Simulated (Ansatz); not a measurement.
# Gap against strain: armchair GaN nanoribbon (N = 5, H edges)

Set-up. Ansatz 0.2.0, plane waves with PAW datasets, PBE, Fermi-Dirac smearing of 0.05 eV, no spin-orbit coupling. The period is scaled from its relaxed value of 5.575 Å and the atoms relax, within the symmetry of the start, at each strain ε (in %); gaps, in eV, are read on a band path.

| period (Å) | energy (eV a cell) | place of the conduction minimum (Γ = 0, Z = 1) | ε | gap |
| --- | --- | --- | --- | --- |
| 5.352 | +0.183 | 0.00 | −4 | 3.013 |
| 5.463 | +0.046 | 0.00 | −2 | 2.973 |
| 5.575 | 0.000 | 0.00 | 0 | 2.912 |
| 5.798 | +0.178 | 0.00 | 4 | 2.718 |
| 5.909 | +0.401 | 0.00 | 6 | 2.578 |

One run is withheld: period (Å) = 5.686, with ε = 2. Fit a straight line gap = a + b × ε to the 5 rows shown and predict it.

**Fit.** The means are 0.8 for ε and 2.839 for gap. The sum of products of deviations is −3.017 and the sum of squares in ε is 68.8, so b = −3.017 / 68.8 = −0.04386 and a = 2.839 − (−0.04386) × 0.8 = 2.874. The residuals' standard deviation, with 3 degrees of freedom, is σ = 0.038.

**Prediction.** gap = 2.874 + (−0.04386) × 2 = 2.786. The run gave 2.828, so the prediction less the run is −0.042. The standard error of a prediction there, σ√(1 + 1/5 + (2 − 0.8)²/68.8), is 0.042, and the miss is 1 times that, for a point between the fitted rows. With so few rows σ is itself uncertain.

The gap narrows at every step from compression to tension.

Caveats: Kohn-Sham gaps of a wire among periodic images, which in a check on one flat ribbon (7 Å apart) lowered the gap by 0.2 eV and flattened the slope; the slope b × 100 is a mean deformation potential of the gap, in eV per unit strain. Between neighbouring runs it lies between −7.0 and −2.0 eV, so a bend, a kink or scatter between runs makes one line a rough account. The unstrained row comes from a denser mesh than the others, which shifts its energy a little. Series of this kind are told only where this holds: a gap at every strain (compound wires with polar facets were set aside first). 88 of 101 did.
